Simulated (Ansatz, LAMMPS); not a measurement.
**Amorphous Si (127 atoms): geometry optimisation**

How does amorphous Si (127 atoms) relax, and what do bonds, charges and levels look like afterwards?

Program: Ansatz 0.2.0. Level of theory: Kohn-Sham DFT, r2SCAN, PAW (set soft_2), plane waves. Results are calculated unless marked as measured.

**Experiments to compare with.** Si-Si coordination number quoted from the high-resolution X-ray diffraction study of Laaziri et al (as quoted in “Relationship between diffraction peak, network topology, and amorphous-forming ability in silicon and silica”, 2021, PMC8590056): number of Si about Si 3.9.

## 1. Set-up

The cell holds 127 atoms: 127 Si. Its edges and angles: a = 13.787 Å, b = 13.787 Å, c = 13.787 Å, α = 90.0°, β = 90.0°, γ = 90.0°. 127 atoms (127 Si) placed at random at 2.26 g/cm³, melted at 2500 K for 20 ps at fixed volume with the modified Tersoff potential (Kumagai, Izumi, Hara and Sakai, Comput. Mater. Sci. 39, 457 (2007)). Quenched from 2500 K to 300 K at 10 K/ps and fixed volume, held 5 ps.

Before any run, some limits are plain. The quench rate of 10 K/ps is orders of magnitude faster than experiment, which tends to freeze in extra defects. The network of bonds at the start is that of the classical potential that made the cell. Only the Γ point is sampled, in a cell whose shortest periodic width is 14 Å.

## 2. The classical run that made the cell

A classical potential makes the cell, at a small fraction of what the same run would cost in DFT.

This step: classical MD, modified Tersoff potential (Kumagai, Izumi, Hara and Sakai, Comput. Mater. Sci. 39, 457 (2007)) (LAMMPS 22 Jul 2025 - Update 4).

Contents of in.lmp:

```
# melt-quench of Si127
units metal
atom_style atomic
boundary p p p
region box block 0 13.7871 0 13.7871 0 13.7871
create_box 1 box
mass 1 28.0850   # Si
create_atoms 1 random 127 607586 NULL overlap 1.97 maxtry 2000
pair_style tersoff/mod
pair_coeff * * Si.tersoff.mod Si
neigh_modify delay 0 every 1 check yes
thermo_style custom step time temp pe press density
thermo_modify norm yes
timestep 0.001
thermo 100
min_style cg
minimize 1e-4 1e-4 200 2000
reset_timestep 0
velocity all create 2500 607587 mom yes dist gaussian
fix lim all nve/limit 0.05
fix lan all langevin 2500 2500 0.1 607588 zero yes
thermo 500
run 1000 post no
unfix lim
unfix lan
thermo 3333
fix md all nvt temp 2500 2500 0.1
run 20000 post no
unfix md
thermo 22000
fix md all nvt temp 2500 300 0.1
run 220000 post no
unfix md
thermo 2500
fix md all nvt temp 300 300 0.1
run 5000 post no
unfix md
write_dump all custom glass.dump id type xs ys zs modify sort id
```

The run is started by

```bash
$ lmp -in in.lmp -log none -nocite
```

Numbers of over 12 decimals in the logs are rounded to 6 here.

What it wrote:

```text
LAMMPS (22 Jul 2025 - Update 4)
Created orthogonal box = (0 0 0) to (13.7871 13.7871 13.7871)
Created 127 atoms
   Step          Time           Temp          PotEng         Press         Density
         0   0              0             -2.9520191      63733.004      2.26
        82   0.082          0             -4.1722698     -26982.194      2.26
Loop time of 0.0662206 s on 1 MPI rank(s) for 82 steps with 127 atoms
Minimization stats:
  Stopping criterion = energy tolerance
  Energy initial, next-to-last, final =
     -2.95201914346912  -4.17191155528507  -4.17226978431897
  Force two-norm initial, final = 70.377646 0.90482589
[... 13 lines left out ...]
     19998   19.998         2465.5175     -3.7989716     -5904.1543      2.26
[... 1 line left out ...]
Loop time of 13.2549 s on 1 MPI rank(s) for 20000 steps with 127 atoms
   Step          Time           Temp          PotEng         Press         Density
[... 12 lines left out ...]
Loop time of 94.6587 s on 1 MPI rank(s) for 220000 steps with 127 atoms
   Step          Time           Temp          PotEng         Press         Density
    241000   241            360.30767     -4.3631886     -14747.934      2.26
    242500   242.5          283.53564     -4.3596933     -13863.252      2.26
    245000   245            294.4479      -4.360292      -14850.675      2.26
    246000   246            285.43397     -4.3585023     -14650.696      2.26
Loop time of 1.20268 s on 1 MPI rank(s) for 5000 steps with 127 atoms
```

Wall time 1.8 min (1 thread of Arm Neoverse V2, shared host); peak memory 0.072 GiB.

## 3. Single point at the start

A single point comes first, to see the forces before anything moves.

Contents of input.yaml:

```yaml
crystal:
  lattice:
    - [13.7871, 0.0, 0.0]
    - [0.0, 13.7871, 0.0]
    - [0.0, 0.0, 13.7871]
  atoms:
    - { symbol: Si, position: [0.315, 0.03086, 0.42704] }
    - { symbol: Si, position: [0.13345, 0.41207, 0.73895] }
    - { symbol: Si, position: [0.61827, 0.65031, 0.69708] }
    - { symbol: Si, position: [0.39799, 0.34713, 0.12447] }
    - { symbol: Si, position: [0.5145, 0.57362, 0.58582] }
    - { symbol: Si, position: [0.9832, 0.64075, 0.71319] }
    - { symbol: Si, position: [0.51322, 0.86828, 0.33341] }
    - { symbol: Si, position: [0.9149, 0.85319, 0.24427] }
    - { symbol: Si, position: [0.39329, 0.9997, 0.93026] }
    - { symbol: Si, position: [0.63027, 0.75676, 0.25354] }
    - { symbol: Si, position: [0.40258, 0.9784, 0.693] }
    - { symbol: Si, position: [0.74968, 0.75272, 0.61357] }
    - { symbol: Si, position: [0.82538, 0.3031, 0.1717] }
    - { symbol: Si, position: [0.98929, 0.4596, 0.98314] }
    - { symbol: Si, position: [0.59068, 0.95415, 0.4638] }
    - { symbol: Si, position: [0.49175, 0.19342, 0.57839] }
    - { symbol: Si, position: [0.07962, 0.30181, 0.62289] }
    - { symbol: Si, position: [0.94658, 0.66902, 0.2145] }
    - { symbol: Si, position: [0.86778, 0.85502, 0.41245] }
    - { symbol: Si, position: [0.1203, 0.06473, 0.79577] }
    - { symbol: Si, position: [0.4307, 0.44542, 0.85343] }
    - { symbol: Si, position: [0.74456, 0.27597, 0.92953] }
    - { symbol: Si, position: [0.27181, 0.45869, 0.09257] }
    - { symbol: Si, position: [0.35381, 0.88393, 0.13778] }
    - { symbol: Si, position: [0.27334, 0.48053, 0.92319] }
    - { symbol: Si, position: [0.8647, 0.13396, 0.23302] }
    - { symbol: Si, position: [0.88098, 0.21892, 0.72905] }
    - { symbol: Si, position: [0.60762, 0.53332, 0.44745] }
    - { symbol: Si, position: [0.85243, 0.09737, 0.49136] }
    - { symbol: Si, position: [0.01733, 0.05966, 0.53746] }
    - { symbol: Si, position: [0.13566, 0.80288, 0.49729] }
    - { symbol: Si, position: [0.21612, 0.89126, 0.23486] }
    [... 89 atom lines left out ...]
    - { symbol: Si, position: [0.35316, 0.6085, 0.34707] }
    - { symbol: Si, position: [0.87388, 0.38175, 0.69516] }
    - { symbol: Si, position: [0.84879, 0.58751, 0.82397] }
    - { symbol: Si, position: [0.04089, 0.12419, 0.9396] }
    - { symbol: Si, position: [0.48856, 0.50239, 0.32829] }
    - { symbol: Si, position: [0.24106, 0.52323, 0.64683] }
kpoints:
  mp_grid: { grid: [1, 1, 1] }
hamiltonian:
  xc: r2scan
scf:
  occupations: { method: gaussian, width: 0.025 }
output:
  forces: true
  stress: true
  populations: intrinsic
  dos:
    method: { smearing: { sigma: 0.15 } }
    de: 0.1
    projected: { site_lists: { Si: [Si] } }
  eigenvalues: true
```

The run is started by

```bash
$ ansatz run input.yaml --threads 4 --pin off --max-ram 8192MiB --backend cpu --events-out ev --progress --plain --runs-dir out
```

What it wrote:

```text
Engine: ansatz 0.2.0, aarch64-unknown-linux-gnu
Pseudopotentials: kind: paw
Pseudopotential: Si, paw, valence charge 4, recommended cutoff 500 eV (meta_gga), Si.paw.azcp
[... 6 lines on functional and potentials left out ...]
Crystal: 127 atoms, lattice volume = 2620.709 Å³
Basis set: ecut = 500 eV, 66539 PW (Γ), exchange–correlation on 432×432×432 points (64 copies of the dense FFT grid, shifted against one another)
Bands: 381, of which v1, the nominal top of the filled ones, is band 254 counted from 1 (253 counted from 0)
Symmetry: 1 space group operations
Space group: P1 (ITA 1), of the structure as read, at distance tolerance 1.4e-4 Å
k-points: 1
[... 4 lines on functional and potentials left out ...]
Initial density: superposition of atomic densities (neutral atoms: chi_scale 0, normalization atom), corrected by the library's trained network
Initial wavefunctions: pseudopotential atomic-orbital guess
Functional: x = r2scan, c = r2scan; τ floored in thin density (d = 2e-4 eV/Å³)
SCF iter   1: F=—  HF=-81123.962141 eV  |F-HF|=—  |Δ(HF+E_count)|=         —  Δρ=5.27e-3  dr2=1.50e0  dr2_τ=6.86e-1  ethr=1.77e-3  ⟨swp⟩=6.0  Hψ=1778  notcnv=0  defer=67
preconditioner: auto → Resta (q_TF=auto, 2.076 Å⁻¹)  ε∞=5.2  [insulator: Δε(μ)=0.147 eV  Ē_g=8.013 eV  σ=0.025 eV  W_gap=1.00  n_scr=388 (ndim 8)  ℏωp=16.3 eV  f_vac=0.000  D(μ)=0.02/eV (n_scr^D=0)  ε∞_Penn≈5.2]
SCF iter   2: F=—  HF=-81124.841409 eV  |F-HF|=—  |Δ(HF+E_count)|=   8.79e-1  Δρ=3.25e-3  dr2=2.97e-1  dr2_τ=1.26e-3  ethr=2.96e-4  ⟨swp⟩=3.0  Hψ=698  notcnv=0  defer=122
SCF iter   3: F=—  HF=-81124.829871 eV  |F-HF|=—  |Δ(HF+E_count)|=   1.15e-2  Δρ=1.37e-3  dr2=9.73e-2  dr2_τ=3.06e-4  ethr=5.84e-5  ⟨swp⟩=2.0  Hψ=351  notcnv=0  defer=122
SCF iter   4: F=—  HF=-81124.832394 eV  |F-HF|=—  |Δ(HF+E_count)|=   2.52e-3  Δρ=6.25e-4  dr2=9.65e-2  dr2_τ=1.98e-4  ethr=1.91e-5  ⟨swp⟩=2.0  Hψ=367  notcnv=0  defer=122
SCF iter   5: F=—  HF=-81124.827810 eV  |F-HF|=—  |Δ(HF+E_count)|=   4.58e-3  Δρ=3.19e-4  dr2=1.80e-2  dr2_τ=4.64e-5  ethr=1.90e-5  ⟨swp⟩=2.0  Hψ=290  notcnv=0  defer=122
SCF iter   6: F=—  HF=-81124.827181 eV  |F-HF|=—  |Δ(HF+E_count)|=   6.30e-4  Δρ=1.06e-4  dr2=1.33e-3  dr2_τ=5.32e-6  ethr=3.54e-6  ⟨swp⟩=2.0  Hψ=264  notcnv=0  defer=122
SCF iter   7: F=—  HF=-81124.827220 eV  |F-HF|=—  |Δ(HF+E_count)|=   3.91e-5  Δρ=5.11e-5  dr2=1.33e-4  dr2_τ=7.23e-7  ethr=2.62e-7  ⟨swp⟩=2.0  Hψ=322  notcnv=0  defer=122
SCF iter   8: F=—  HF=-81124.827241 eV  |F-HF|=—  |Δ(HF+E_count)|=   2.13e-5  Δρ=1.75e-5  dr2=3.30e-5  dr2_τ=1.48e-7  ethr=2.62e-8  ⟨swp⟩=2.0  Hψ=383  notcnv=0  defer=122
SCF iter   9: F=—  HF=-81124.828748 eV  |F-HF|=—  |Δ(HF+E_count)|=   1.51e-3  Δρ=6.62e-6  dr2=4.52e-6  dr2_τ=2.00e-8  ethr=6.50e-9  ⟨swp⟩=3.0  Hψ=490  notcnv=0  defer=122
SCF iter  10: F=—  HF=-81124.828749 eV  |F-HF|=—  |Δ(HF+E_count)|=   4.50e-7  Δρ=2.64e-6  dr2=7.73e-7  dr2_τ=3.97e-9  ethr=8.89e-10  ⟨swp⟩=2.0  Hψ=379  notcnv=0  defer=122
SCF iter  11: F=—  HF=-81124.828749 eV  |F-HF|=—  |Δ(HF+E_count)|=   6.49e-8  Δρ=1.15e-6  dr2=2.38e-7  dr2_τ=9.54e-10  ethr=1.52e-10  ⟨swp⟩=2.0  Hψ=392  notcnv=0  defer=122
SCF iter  12: F=-81124.828749 eV  HF=-81124.828749 eV  |F-HF|=4.22e-10  |Δ(HF+E_count)|=   7.22e-9  Δρ=3.81e-7  dr2=7.65e-9  dr2_τ=4.19e-11  ethr=1.97e-11  ⟨swp⟩=15.0  Hψ=2409  notcnv=0
SCF 1 converged in 12 iterations: F = -81124.828749 eV  dr2 = 7.65e-9
  greatest PAW one-centre occupation: 0.674 electrons in one spin orbital (limit 2), on the Si atom at site 36 (counted from 0), in its partial waves of l = 0
SCF converged after 12 iterations
Free energy (F): -81124.828749 eV
Harris-Foulkes:  -81124.828749 eV  (|F-HF|=4.22e-10)
Internal energy: -81124.826625 eV  (E = F + TS)
E sigma→0 (E₀):  -81124.827687 eV
Entropy (-TS):   -0.002124 eV (-0.017 meV/atom)
Fermi energy:    6.196607 eV
--- Per-component energies (eV) ---
  E_band       = 334.662892
  E_kinetic    = 5071.531112
  E_local      = -3908.738953  (includes V_loc(G=0)·N_el)
  E_nonlocal   = 3152.196513
  E_hartree    = 1174.476193
  E_xc         = -6508.654181
  E_vxc        = -6277.966954  (∫ρ·V_xc dr)
  E_paw        = -65960.567416  (= ΣΔE_a)
  E_vpaw       = -300.443796  (= ΣTr[D̂ρ^β])
  E_aug_tail   = 0.000569  (compensation charges beyond the density's cutoff)
  E_vtau       = 249.130806  (kinetic-family band-sum trace: ∫τ·v_τ [+ j·A + Jᵃ·Aᵃ] dr)
  E_ewald      = -14135.363474
  E_core_change = -9.706989  (= ΣΔE_core)
  E_smearing   = -0.002124  (= −TS)
  E_closure    = 0.000000  (closes the sum)
  Σ components = -81124.828749   (vs F -81124.828749, Δ=0.00e0)
--- Forces (eV/Å), atoms counted from 1 ---
  atom   1  Si     0.40126358     0.62686015     0.09590907
  atom   2  Si    -0.04307977    -0.59786818    -0.26083152
  atom   3  Si     1.48539154    -0.15559419    -0.06791121
  atom   4  Si     0.32165202    -0.06387097    -0.64283012
  atom   5  Si    -0.73009486     0.63178093     0.66077359
  atom   6  Si    -0.31286091     0.69557737     1.38094288
  atom   7  Si     0.70088842    -0.70664319    -0.27739813
  atom   8  Si    -0.79621822    -1.03678252     0.21146000
  atom   9  Si    -0.62491351     0.85751564     0.28943262
  atom  10  Si    -0.27672062     1.00046684    -0.42880734
  atom  11  Si     0.29221726    -1.06645364    -0.34562149
  atom  12  Si    -1.31318413    -0.53028747    -0.04343717
  atom  13  Si    -0.53600717    -0.65830269     0.03932795
  atom  14  Si     0.21311827    -0.45444996    -0.20051458
[...]
atom 126  Si    -0.15665850    -0.87818193     0.31617529
  atom 127  Si     0.01177162    -0.13640893     0.52924783
  max |Σ_I F_I| component: 4.91e-6 eV/Å
--- Stress (GPa, compression-positive) ---
       -2.862149       0.914884       1.897403
        0.914884      -1.322656      -0.915443
        1.897403      -0.915443      -1.058073
  P = ⅓ Tr σ = -1.7476 GPa (-17.476 kbar)
--- Band table (eV) ---
  k-point 0: bands = ["-6.7172", "-6.1630", "-6.1255", "-6.0708", [... 365 levels ...], "10.0258", "10.0542", "10.0891", "10.1077", "10.1636", "10.1714", "10.1875", "10.1978", "10.2512", "10.2574", "10.2637", "10.2986"]
--- intrinsic populations: 127 sites ---
  site symbol       q [e]
     0     Si      4.0025
     1     Si      3.9540
     2     Si      3.9453
[...]
126     Si      4.0229
  spilling = -0.000000 (of n_electrons = 508.000000)
```

Run time: 1.8 min. Hardware: 4 threads of Arm Neoverse V2, shared host; peak memory 6.9 GiB.

The run gave:

* free energy: -81124.8287 eV
* free energy per atom: -638.7782 eV/atom
* SCF cycles: 12
* pressure: -1.748 GPa
* r.m.s. force component: 0.5447 eV/Å
* longest force: 2.026 eV/Å
* Fermi energy: 6.197 eV
* gap (highest filled to lowest empty level): 0.0804 eV

The r.m.s. force component of 0.54 eV/Å and the pressure of -1.7 GPa set the starting point.

Neighbours are counted within 2.88 Å (Si-Si).

Length of the force by element and coordination:

```csv
element,coordination,atoms,mean length of the force (eV/Å),spread,least,most
Si,all,127,0.871,0.362,0.160,2.03
Si,4,121,0.867,0.357,0.160,2.03
Si,5,6,0.961,0.438,0.252,1.58
```

## 4. Relaxation

The atoms are relaxed in the fixed cell, aiming at the force tolerance of the input.

input.yaml, the sections that differ from step 3:

```yaml
output:
  forces: true
relax:
  f_tol: 0.05
  max_steps: 108
# crystal, kpoints, hamiltonian, scf: as in step 3
```

What it wrote:

```text
[...]
Crystal: 127 atoms, lattice volume = 2620.709 Å³
Basis set: ecut = 500 eV, 66539 PW (Γ), exchange–correlation on 432×432×432 points (64 copies of the dense FFT grid, shifted against one another)
Bands: 381, of which v1, the nominal top of the filled ones, is band 254 counted from 1 (253 counted from 0)
Symmetry: 1 space group operations
[...]
k-points: 1
[...]
SCF iter   1: F=—  HF=-81123.962139 eV  |F-HF|=—  |Δ(HF+E_count)|=         —  Δρ=5.27e-3  dr2=1.50e0  dr2_τ=6.86e-1  ethr=1.77e-3  ⟨swp⟩=6.0  Hψ=1778  notcnv=0  defer=67
[...]
SCF iter   3: F=—  HF=-81124.830257 eV  |F-HF|=—  |Δ(HF+E_count)|=   1.12e-2  Δρ=1.37e-3  dr2=9.70e-2  dr2_τ=3.09e-4  ethr=5.84e-5  ⟨swp⟩=4.0  Hψ=443  notcnv=0  defer=35
automatic band count: iteration 3 solves 294 bands in place of 381: the levels show a gap, and the empty bands left out lie too high to hold charge; the band table lists the bands solved (type scf.n_extra_bands for more)
SCF iter   4: F=—  HF=-81124.832476 eV  |F-HF|=—  |Δ(HF+E_count)|=   2.22e-3  Δρ=6.21e-4  dr2=9.46e-2  dr2_τ=1.95e-4  ethr=1.91e-5  ⟨swp⟩=2.0  Hψ=367  notcnv=0  defer=35
[...]
SCF iter   8: F=-81124.828730 eV  HF=-81124.828744 eV  |F-HF|=1.43e-5  |Δ(HF+E_count)|=   4.83e-5  Δρ=1.76e-5  dr2=3.05e-5  dr2_τ=1.40e-7  ethr=1.23e-8  ⟨swp⟩=2.0  Hψ=974  notcnv=0
SCF 1 converged in 8 iterations: F = -81124.828730 eV  dr2 = 3.05e-5
[...]
relax step   1: F+E_penalty+E_count = -81124.82872950 eV  Δ(F+E_penalty+E_count) = +0.000e0 eV  max|allowed force component| = 1.934e0 eV/Å  Δτ_max = 0.0000 Å  (8 SCF iters, dr2 threshold 6.25e-5 eV, accepted)
[... from here on, the SCF cycles and remarks between the steps are left out ...]
relax step   2: F+E_penalty+E_count = -81130.03733940 eV  Δ(F+E_penalty+E_count) = -5.209e0 eV  max|allowed force component| = 5.274e-1 eV/Å  Δτ_max = 0.1990 Å  (7 SCF iters, dr2 threshold 1.00e-4 eV, accepted)
relax step   3: F+E_penalty+E_count = -81131.15143853 eV  Δ(F+E_penalty+E_count) = -1.114e0 eV  max|allowed force component| = 4.424e-1 eV/Å  Δτ_max = 0.1811 Å  (8 SCF iters, dr2 threshold 1.74e-5 eV, accepted)
relax step   4: F+E_penalty+E_count = -81131.44150668 eV  Δ(F+E_penalty+E_count) = -2.901e-1 eV  max|allowed force component| = 2.862e-1 eV/Å  Δτ_max = 0.2000 Å  (11 SCF iters, dr2 threshold 1.46e-5 eV, accepted)
relax step   5: F+E_penalty+E_count = -81131.54679170 eV  Δ(F+E_penalty+E_count) = -1.053e-1 eV  max|allowed force component| = 4.187e-1 eV/Å  Δτ_max = 0.1934 Å  (8 SCF iters, dr2 threshold 3.43e-5 eV, accepted)
relax step   6: F+E_penalty+E_count = -81131.73529798 eV  Δ(F+E_penalty+E_count) = -1.885e-1 eV  max|allowed force component| = 2.410e-1 eV/Å  Δτ_max = 0.2000 Å  (9 SCF iters, dr2 threshold 7.34e-5 eV, accepted)
relax step   7: F+E_penalty+E_count = -81131.75545658 eV  Δ(F+E_penalty+E_count) = -2.016e-2 eV  max|allowed force component| = 8.848e-1 eV/Å  Δτ_max = 0.1893 Å  (8 SCF iters, dr2 threshold 1.92e-5 eV, accepted)
relax step   8: F+E_penalty+E_count = -81131.84223324 eV  Δ(F+E_penalty+E_count) = -8.678e-2 eV  max|allowed force component| = 1.954e-1 eV/Å  Δτ_max = 0.1134 Å  (5 SCF iters, dr2 threshold 1.00e-4 eV, accepted)
relax step   9: F+E_penalty+E_count = -81131.87306196 eV  Δ(F+E_penalty+E_count) = -3.083e-2 eV  max|allowed force component| = 2.046e-1 eV/Å  Δτ_max = 0.0599 Å  (8 SCF iters, accepted)
relax step  10: F+E_penalty+E_count = -81131.89895390 eV  Δ(F+E_penalty+E_count) = -2.589e-2 eV  max|allowed force component| = 1.333e-1 eV/Å  Δτ_max = 0.1529 Å  (6 SCF iters, dr2 threshold 2.62e-6 eV, accepted)
relax step  11: F+E_penalty+E_count = -81131.90550970 eV  Δ(F+E_penalty+E_count) = -6.556e-3 eV  max|allowed force component| = 3.529e-2 eV/Å  Δτ_max = 0.0277 Å  (5 SCF iters, dr2 threshold 7.53e-6 eV, accepted)
relax step  12: F+E_penalty+E_count = -81131.90551020 eV  Δ(F+E_penalty+E_count) = -4.943e-7 eV  max|allowed force component| = 3.531e-2 eV/Å  Δτ_max = 0.0000 Å  (3 SCF iters, accepted)
[...]
SCF iter   2: F=-81131.905510 eV  HF=-81131.905510 eV  |F-HF|=1.23e-8  |Δ(HF+E_count)|=   1.77e-8  Δρ=7.23e-7  dr2=1.93e-8  dr2_τ=9.69e-11  ethr=1.06e-11  ⟨swp⟩=4.0  Hψ=722  notcnv=0
SCF 13 converged in 2 iterations: F = -81131.905510 eV  dr2 = 1.93e-8
SCF converged after 2 iterations
Free energy (F): -81131.905510 eV
[...]
Internal energy: -81131.905510 eV  (E = F + TS)
E sigma→0 (E₀):  -81131.905510 eV
Fermi energy:    6.119964 eV
[...]
--- Forces (eV/Å), atoms counted from 1 ---
  atom   1  Si    -0.01743969    -0.00422235     0.00343611
  atom   2  Si     0.00305885    -0.00749439     0.00428466
  atom   3  Si     0.00346411    -0.00378954     0.00271823
  atom   4  Si    -0.00392651     0.00720726    -0.00044445
  atom   5  Si    -0.00144147    -0.00439081     0.00104532
  atom   6  Si    -0.00080233     0.00144024     0.00234552
  atom   7  Si    -0.00265368     0.00948642     0.00614766
  atom   8  Si     0.00382475     0.00025284    -0.00161004
  atom   9  Si     0.00825988    -0.01287068    -0.00359742
  atom  10  Si    -0.00257822    -0.00714609    -0.00395094
  atom  11  Si    -0.00741837     0.00131466    -0.00661699
  atom  12  Si    -0.00022201     0.00554197    -0.00022578
  atom  13  Si    -0.00412867    -0.00293360    -0.00073819
  atom  14  Si    -0.00357862    -0.00007877     0.00464701
[...]
atom 126  Si    -0.00650314    -0.00013733     0.00380838
  atom 127  Si    -0.00501130     0.00041405    -0.00008976
  max |Σ_I F_I| component: 3.27e-5 eV/Å
--- Relaxed structure (12 steps of the walk, 12 accepted, 0 SCFs on fresh bases) ---
  F+E_penalty+E_count = -81131.90551020 eV   max|allowed force component| = 3.531e-2 eV/Å
  atoms:
    - { symbol: Si, position: [0.321918, 0.035348, 0.402298] }
    - { symbol: Si, position: [0.130716, 0.410013, 0.746294] }
    - { symbol: Si, position: [0.627305, 0.653959, 0.705360] }
    - { symbol: Si, position: [0.397191, 0.363676, 0.124927] }
[...]
- { symbol: Si, position: [0.237826, 0.525838, 0.658144] }
```

Wall time 11 min (4 threads); peak memory 6.7 GiB.

The steps of the relaxation:

```csv
step,energy less that of the first step (eV),largest force component (eV/Å)
1,0.0000,1.9339
2,-5.2086,0.5274
3,-6.3227,0.4424
4,-6.6128,0.2862
5,-6.7181,0.4187
6,-6.9066,0.2410
7,-6.9267,0.8848
8,-7.0135,0.1954
9,-7.0443,0.2046
10,-7.0702,0.1333
11,-7.0768,0.0353
12,-7.0768,0.0353
```

The atoms that moved most (Å):

```
atom      dx      dy      dz  length
Si52   0.128  -0.481  -0.701   0.860
Si50   0.201  -0.635   0.067   0.669
Si76  -0.101   0.199   0.374   0.436
Si37   0.177  -0.337   0.159   0.413
 Si7   0.235  -0.309   0.103   0.402
Si82  -0.026   0.219   0.321   0.389
 Si1   0.095   0.062  -0.341   0.360
Si24   0.049  -0.336  -0.018   0.340
```

The relaxation changed the energy by -55.7 meV/atom, and atoms moved by 0.22 Å r.m.s., 0.86 Å at most.

(Continued in part 2 of 2.)

[Logs are printed without paths, hosts, clocks, repeated set-up lines and the standing remarks that a program may print on its own settings, such as how far it seeks lower states.]

[Hosts, paths, dates, database ids (printed as entryN), source tags and the programs' standing remarks are cut or masked in the printed files.]
